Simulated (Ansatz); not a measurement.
# LiF (Griceite, Fm-3m): zone-centre modes under pressure, part 2 of 3

Wanted: Grüneisen parameters and pressure coefficients of the modes of LiF (Griceite, Fm-3m).

Ansatz 0.2.0; DFT PBE, scalar-relativistic, plane waves, PAW; PAW set soft_1.

So far. Step 3 (Tight relaxation): The forces vanish by symmetry and the pressure is 0.003 GPa, within the tolerances set. The cell now holds 8.41 Å³/atom.

### 4. Modes at rest

The modes at rest are the reference of the series, and the response to a field gives the dielectric tensor and the Born charges.

input.yaml reads:

```yaml
crystal:
  lattice:
    - [0.0, 2.0336087853, 2.0336087853]
    - [2.0336087853, 0.0, 2.0336087853]
    - [2.0336087853, 2.0336087853, 0.0]
  atoms:
    - { symbol: Li, position: [0.0, 0.0, 0.0] }
    - { symbol: F, position: [0.5, 0.5, 0.5] }
kpoints:
  mp_grid: { grid: [12, 12, 12] }
hamiltonian:
  xc: pbe
  pseudopotentials: { kind: paw, azcp: { folder: soft_1 } }
scf:
  occupations: { method: fixed }
output:
  eigenvalues: true
phonons:
  method: dfpt
  dielectric: true
  rigid_motions: translations
  raman: true
```

Command:

```sh
$ ansatz run input.yaml --threads 4 --pin off --max-ram 10240MiB --backend cpu --events-out ev --progress --plain --runs-dir out
```

Numbers of over 12 decimals in the logs are rounded to 6 here.

What it wrote:

```text
[...]
Crystal: 2 atoms, lattice volume = 16.820 Å³
Basis set: ecut = 420 eV, 331 PW (Γ), exchange–correlation on 40×40×40 points (8 copies of the dense FFT grid, shifted against one another)
Bands: 9, of which v1, the nominal top of the filled ones, is band 5 counted from 1 (4 counted from 0)
Symmetry: 48 space group operations
k-points: 163 of 1728 (irreducible under 8 space group operations, time reversal used)
[...]
SCF iter   1: F=—  HF=-1016.033862 eV  |F-HF|=—  |Δ(HF+E_count)|=         —  Δρ=5.87e-2  dr2=3.07e-1  ethr=3.10e-3  ⟨swp⟩=4.0  Hψ=8141  notcnv=0  defer=296
[...]
SCF iter   8: F=-1016.176277 eV  HF=-1016.176277 eV  |F-HF|=1.14e-13  |Δ(HF+E_count)|=  6.56e-10  Δρ=2.52e-8  dr2=4.84e-14  ethr=1.00e-12  ⟨swp⟩=6.6  Hψ=7296  notcnv=0
SCF 1 converged in 8 iterations: F = -1016.176277 eV  dr2 = 4.84e-14
[...]
NSCF: frozen V_eff on 1 k-points
DFPT response loops at Γ: preconditioner auto → none (the input reference at scf.mixing.eps_inf says where Resta's filter doesn't serve); β = 0.50; Broyden in place of MSR1
── the response to a field inside a basis, on 12×12×12 k-points: an SCF that follows is theirs, and a resumed run solves both again ──
Bands: 6, of which v1, the nominal top of the filled ones, is band 5 counted from 1 (4 counted from 0)
k-points: 182 of 1728 (irreducible under 12 space group operations)
[...]
Eigensolver: Dense (182 Hₖ)
SCF iter   1: F=—  HF=-1016.177286 eV  |F-HF|=—  |Δ(HF+E_count)|=         —  Δρ=3.23e-4  dr2=2.96e-6  ethr=1.00e-1
[...]
SCF iter   5: F=-1016.177291 eV  HF=-1016.177291 eV  |F-HF|=5.91e-12  |Δ(HF+E_count)|=   1.24e-9  Δρ=1.79e-7  dr2=1.29e-12  ethr=2.71e-12
SCF 1 converged in 5 iterations: F = -1016.177291 eV  dr2 = 1.29e-12
[...]
SCF converged after 8 iterations
Free energy (F): -1016.176277 eV
[...]
Internal energy: -1016.176277 eV  (E = F + TS)
E sigma→0 (E₀):  -1016.176277 eV
Fermi energy:    0.733192 eV
[...]
--- Band table (eV; the first three rows and the last of 163) ---
[...]
--- Phonons (Γ-DFPT): 2 representative perturbations + reference, on 163 of 1728 k-points (Σ response iterations 7) ---
  k mesh reduced under 8 symmetry operations, with k and −k counted as one. Each operation leaves every solved perturbation unchanged. A smaller set is not considered because the run solves the response to a homogeneous field
  ASR residual: 2.653e-5 → 0.000e0 eV/Å²; symmetrization residual: 1.129e-7 eV/Å²
  ASR residual per site (eV/Å²): 2.09e-5 2.65e-5
  Γ frequencies (cm⁻¹): 0.00 0.00 0.00 265.78 265.78 265.78
  ε∞ (high-frequency dielectric tensor):
        2.048364    -0.000000    -0.000000
       -0.000000     2.048364    -0.000000
        0.000000     0.000000     2.048364
  ε⁰ (static dielectric tensor: ions relaxed, cell fixed):
       11.096009     0.000000    -0.000000
        0.000000    11.096009    -0.000000
       -0.000000    -0.000000    11.096009
  ε⁰ − ε∞ (ionic part):
        9.047645     0.000000    -0.000000
        0.000000     9.047645    -0.000000
       -0.000000    -0.000000     9.047645
  softest optical mode at Γ: 265.78 cm⁻¹; the repairs (sum rule, projections) moved no ω² at Γ by more than (0.92 cm⁻¹)²
  Born effective charges Z* (e; rows j = field, columns β = displacement):
    site 0:
         1.05380    0.00000    0.00000
        -0.00000    1.05380    0.00000
         0.00000    0.00000    1.05380
    site 1:
        -1.05380   -0.00000    0.00000
         0.00000   -1.05380   -0.00000
         0.00000   -0.00000   -1.05380
  Z* charge neutrality: 1.802e-5 e pre-enforcement
  k-mesh period / interband length: 34.5 Å / 0.76 Å = 45.19 at k = (0.0000, 0.0000, -0.5000), direct gap 10.861 eV — 14 or more, which is no proof of convergence
  Raman tensors (in the event stream and the table raman_tensors.tsv): an entry may err by 5.2e-5 Å², one of the second-order susceptibility by 9.4e-21 pm/V (basis, points and sum rule); their sum over the sites missed zero by 2.647e-22 Å² ahead of its enforcement
  optical modes at Γ without the LO–TO term, one row a degenerate level:
      ω (cm⁻¹)  modes    IR ((D/Å)²/amu)  static Raman (Å⁴/amu)  depolarisation
        265.78      3            15.1206                 0.0000               —
  optical modes at Γ + LO–TO along q̂ = [1.0000, 0.0000, 0.0000]:
      ω (cm⁻¹)  modes    IR ((D/Å)²/amu)  static Raman (Å⁴/amu)  depolarisation
        265.78      2            10.0804                 0.0000               —
        618.59      1             5.0402                 0.0000               —
  optical modes at Γ + LO–TO along q̂ = [0.0000, 1.0000, 0.0000]:
      ω (cm⁻¹)  modes    IR ((D/Å)²/amu)  static Raman (Å⁴/amu)  depolarisation
        265.78      2            10.0804                 0.0000               —
        618.59      1             5.0402                 0.0000               —
  optical modes at Γ + LO–TO along q̂ = [0.0000, 0.0000, 1.0000]:
      ω (cm⁻¹)  modes    IR ((D/Å)²/amu)  static Raman (Å⁴/amu)  depolarisation
        265.78      2            10.0804                 0.0000               —
        618.59      1             5.0402                 0.0000               —
```

Run time: 28 s. Hardware: 4 threads of Intel Xeon Platinum 8375C at 2.90GHz (Ice Lake), shared host; peak memory 0.76 GiB; 100 s of CPU time.

This step gave:

| Quantity | Value |
| --- | --- |
| sum-rule residual before enforcement | 2.65e-5 eV/Å² |
| miss of the charge sum rule | 1.80e-5 e |
| point group | m-3m |
| highest optical mode at the zone centre (no LO-TO term) | 265.8 cm⁻¹ |
| lowest optical zone-centre mode | 265.8 cm⁻¹ |
| mean high-frequency dielectric constant | 2.048 |
| largest Born charge (third of the trace) | 1.054 e |
| mean static dielectric constant | 11.10 |
| top of the zone-centre spectrum with the field | 618.6 cm⁻¹ |

Without the LO-TO term. Patterns of degenerate modes are one choice out of their space. The modes at Γ (shares of kinetic energy by element, %):

```csv
mode,frequency (cm⁻¹),symmetry,Li %,F %
1,0.0,acoustic,27,73
2,0.0,acoustic,27,73
3,0.0,acoustic,27,73
4,265.8,T1u,73,27
5,265.8,T1u,73,27
6,265.8,T1u,73,27
```

Displacements in mode 4 (265.8 cm⁻¹), the largest set to 1:
```
Li1  0.00  0.00  1.00
F2   0.00  0.00 -0.37
```

Optical modes at the zone centre, without and with the macroscopic field of the longitudinal modes; each column is sorted by frequency, so a row need not hold one and the same mode. Modes with and without the field, by row:

```csv
rank among optical modes,no field (cm⁻¹),"q along (1, 0, 0) (cm⁻¹)"
1,265.8,265.8
2,265.8,265.8
3,265.8,618.6
```

Born charge (rows field, columns displacement) (e), principal values of the symmetric part by kind of site:

```csv
atom,atoms with these values,low,middle,high,mean
Li1,1,1.05,1.05,1.05,1.05
F2,1,-1.05,-1.05,-1.05,-1.05
```

In full for F2:

```
-1.05  0.00  0.00
 0.00 -1.05  0.00
 0.00  0.00 -1.05
```

High-frequency dielectric tensor:

```
2.05 0.00 0.00
0.00 2.05 0.00
0.00 0.00 2.05
```

Static dielectric tensor (ions relaxed, fixed cell):

```
11.10  0.00  0.00
 0.00 11.10  0.00
 0.00  0.00 11.10
```

Transverse modes. Lines of the infrared spectrum (strongest = 100):

```csv
position (cm⁻¹),label,relative intensity
266,T1u,100
```

Before it was imposed, the acoustic sum rule was missed by 2.7e-5 eV/Å² and the charge sum rule by 1.8e-5 e. Small misses are needed for a sound result but don't prove that mesh and cutoff are converged. The lowest optical mode is real, 266 cm⁻¹.

### 5. Ground state of a member: 1.06 times the volume at rest

The cell is set to 1.06 times the volume at rest; symmetry leaves nothing else free, so this is a single point.

input.yaml, the sections that differ from step 4:

```yaml
crystal:
  lattice:
    - [0.0, 2.0734935933, 2.0734935933]
    - [2.0734935933, 0.0, 2.0734935933]
    - [2.0734935933, 2.0734935933, 0.0]
  atoms:
    - { symbol: Li, position: [0.0, 0.0, 0.0] }
    - { symbol: F, position: [0.5, 0.5, 0.5] }
output:
  forces: true
  stress: true
  eigenvalues: true
# kpoints, hamiltonian, scf: as in step 4
# phonons: removed
```

What it wrote:

```text
[...]
Crystal: 2 atoms, lattice volume = 17.829 Å³
Basis set: ecut = 420 eV, 339 PW (Γ), exchange–correlation on 40×40×40 points (8 copies of the dense FFT grid, shifted against one another)
Bands: 9, of which v1, the nominal top of the filled ones, is band 5 counted from 1 (4 counted from 0)
Symmetry: 48 space group operations
[...]
k-points: 72 of 1728
[...]
SCF iter   1: F=—  HF=-1016.008587 eV  |F-HF|=—  |Δ(HF+E_count)|=         —  Δρ=5.77e-2  dr2=3.20e-1  ethr=3.10e-3  ⟨swp⟩=4.0  Hψ=3574  notcnv=0  defer=123
[...]
SCF iter   7: F=-1016.164820 eV  HF=-1016.164820 eV  |F-HF|=7.49e-10  |Δ(HF+E_count)|=   2.30e-8  Δρ=2.23e-6  dr2=2.73e-10  ethr=2.22e-10  ⟨swp⟩=2.4  Hψ=2505  notcnv=0
SCF 1 converged in 7 iterations: F = -1016.164820 eV  dr2 = 2.73e-10
[...]
SCF converged after 7 iterations
Free energy (F): -1016.164820 eV
[...]
Internal energy: -1016.164820 eV  (E = F + TS)
E sigma→0 (E₀):  -1016.164820 eV
Fermi energy:    0.299314 eV
[...]
--- Stress (GPa, compression-positive) ---
       -3.462057      -0.000000       0.000000
        0.000000      -3.462057      -0.000000
       -0.000000       0.000000      -3.462057
  P = ⅓ Tr σ = -3.4621 GPa (-34.621 kbar)
--- Band table (eV; the first three rows and the last of 72) ---
[...]
```

Elapsed: 0.35 s, on 4 threads; peak memory 0.32 GiB; 0.93 s of CPU time.

This step gave:

- pressure: -3.462 GPa
- gap on the k-mesh: 8.359 eV
- volume per atom: 8.915 Å³

The forces vanish by symmetry, at a pressure of -3.46 GPa.

### 6. Zone-centre modes of the member: 1.06 times the volume at rest

The zone-centre modes follow for 1.06 times the volume at rest, with the response to a field.

Edit input.yaml of step 5 so:

```diff
@@ -16,4 +16,6 @@
 output:
-  forces: true
-  stress: true
   eigenvalues: true
+phonons:
+  method: dfpt
+  dielectric: true
+  rigid_motions: translations
```

What it wrote:

```text
[...]
Crystal: 2 atoms, lattice volume = 17.829 Å³
Basis set: ecut = 420 eV, 339 PW (Γ), exchange–correlation on 40×40×40 points (8 copies of the dense FFT grid, shifted against one another)
Bands: 9, of which v1, the nominal top of the filled ones, is band 5 counted from 1 (4 counted from 0)
Symmetry: 48 space group operations
k-points: 163 of 1728 (irreducible under 8 space group operations, time reversal used)
[...]
SCF iter   1: F=—  HF=-1016.008626 eV  |F-HF|=—  |Δ(HF+E_count)|=         —  Δρ=5.76e-2  dr2=3.19e-1  ethr=3.10e-3  ⟨swp⟩=4.0  Hψ=8102  notcnv=0  defer=287
[...]
SCF iter   8: F=-1016.164820 eV  HF=-1016.164820 eV  |F-HF|=2.27e-13  |Δ(HF+E_count)|=  7.74e-10  Δρ=3.19e-8  dr2=9.56e-14  ethr=1.00e-12  ⟨swp⟩=6.0  Hψ=7223  notcnv=0
SCF 1 converged in 8 iterations: F = -1016.164820 eV  dr2 = 9.56e-14
[...]
SCF converged after 8 iterations
Free energy (F): -1016.164820 eV
[...]
Internal energy: -1016.164820 eV  (E = F + TS)
E sigma→0 (E₀):  -1016.164820 eV
Fermi energy:    0.299315 eV
[...]
--- Band table (eV; the first three rows and the last of 163) ---
[...]
ASR residual: 5.484e-5 → 0.000e0 eV/Å²; symmetrization residual: 9.955e-8 eV/Å²
  ASR residual per site (eV/Å²): 5.48e-5 3.73e-5
  Γ frequencies (cm⁻¹): 0.00 0.00 0.00 215.28 215.28 215.28
  ε∞ (high-frequency dielectric tensor):
        2.031138    -0.000000    -0.000000
        0.000000     2.031138    -0.000000
        0.000000     0.000000     2.031138
  ε⁰ (static dielectric tensor: ions relaxed, cell fixed):
       15.186832     0.000000    -0.000000
        0.000000    15.186832     0.000000
        0.000000     0.000000    15.186832
  ε⁰ − ε∞ (ionic part):
       13.155694     0.000000     0.000000
        0.000000    13.155694     0.000000
        0.000000     0.000000    13.155694
[...]
Born effective charges Z* (e; rows j = field, columns β = displacement):
    site 0:
         1.05971    0.00000    0.00000
        -0.00000    1.05971    0.00000
         0.00000    0.00000    1.05971
    site 1:
        -1.05971   -0.00000    0.00000
         0.00000   -1.05971   -0.00000
         0.00000   -0.00000   -1.05971
  Z* charge neutrality: 2.364e-5 e pre-enforcement
[...]
optical modes at Γ without the LO–TO term, one row a degenerate level:
      ω (cm⁻¹)  modes    IR ((D/Å)²/amu)
        215.28      3            15.2906
  optical modes at Γ + LO–TO along q̂ = [1.0000, 0.0000, 0.0000]:
      ω (cm⁻¹)  modes    IR ((D/Å)²/amu)
        215.28      2            10.1937
        588.67      1             5.0969
  optical modes at Γ + LO–TO along q̂ = [0.0000, 1.0000, 0.0000]:
      ω (cm⁻¹)  modes    IR ((D/Å)²/amu)
        215.28      2            10.1937
        588.67      1             5.0969
  optical modes at Γ + LO–TO along q̂ = [0.0000, 0.0000, 1.0000]:
      ω (cm⁻¹)  modes    IR ((D/Å)²/amu)
        215.28      2            10.1937
        588.67      1             5.0969
```

It took 2.8 s on 4 threads; peak memory 0.42 GiB.

This step gave:

```yaml
sum_rule_residual_before_enforcement: 5.48e-5 eV/Å²
miss_of_the_charge_sum_rule: 2.36e-5 e
highest_optical_mode_at_the_zone_centre_no_lo_to_term: 215.3 cm⁻¹
lowest_optical_zone_centre_mode: 215.3 cm⁻¹
mean_high_frequency_dielectric_constant: 2.031
largest_born_charge_third_of_the_trace: 1.060 e
mean_static_dielectric_constant: 15.19
top_of_the_zone_centre_spectrum_with_the_field: 588.7 cm⁻¹
```

Without the LO-TO term. Patterns of degenerate modes are one choice out of their space. Modes at Γ, with each element's share of the kinetic energy:

```csv
mode,frequency (cm⁻¹),symmetry,Li %,F %
1,0.0,acoustic,27,73
2,0.0,acoustic,27,73
3,0.0,acoustic,27,73
4,215.3,T1u,73,27
5,215.3,T1u,73,27
6,215.3,T1u,73,27
```

Transverse modes. Lines of the infrared spectrum (strongest = 100):

```csv
position (cm⁻¹),label,relative intensity
215,T1u,100
```

The optical mode without the LO-TO term lies at 215.3 cm⁻¹.

For the highest optical mode at the zone centre (no LO-TO term), step 4 gave 266 cm⁻¹; this run, with volume ratio 1.06, gives 215 cm⁻¹ (-19 %).

(Part 2 of 3 ends here.)

[Logs are printed without paths, hosts, clocks, repeated set-up lines and the standing remarks that a program may print on its own settings, such as how far it seeks lower states.]

[Hosts, paths, dates, database ids (printed as entryN), source tags and the programs' standing remarks are cut or masked in the printed files.]
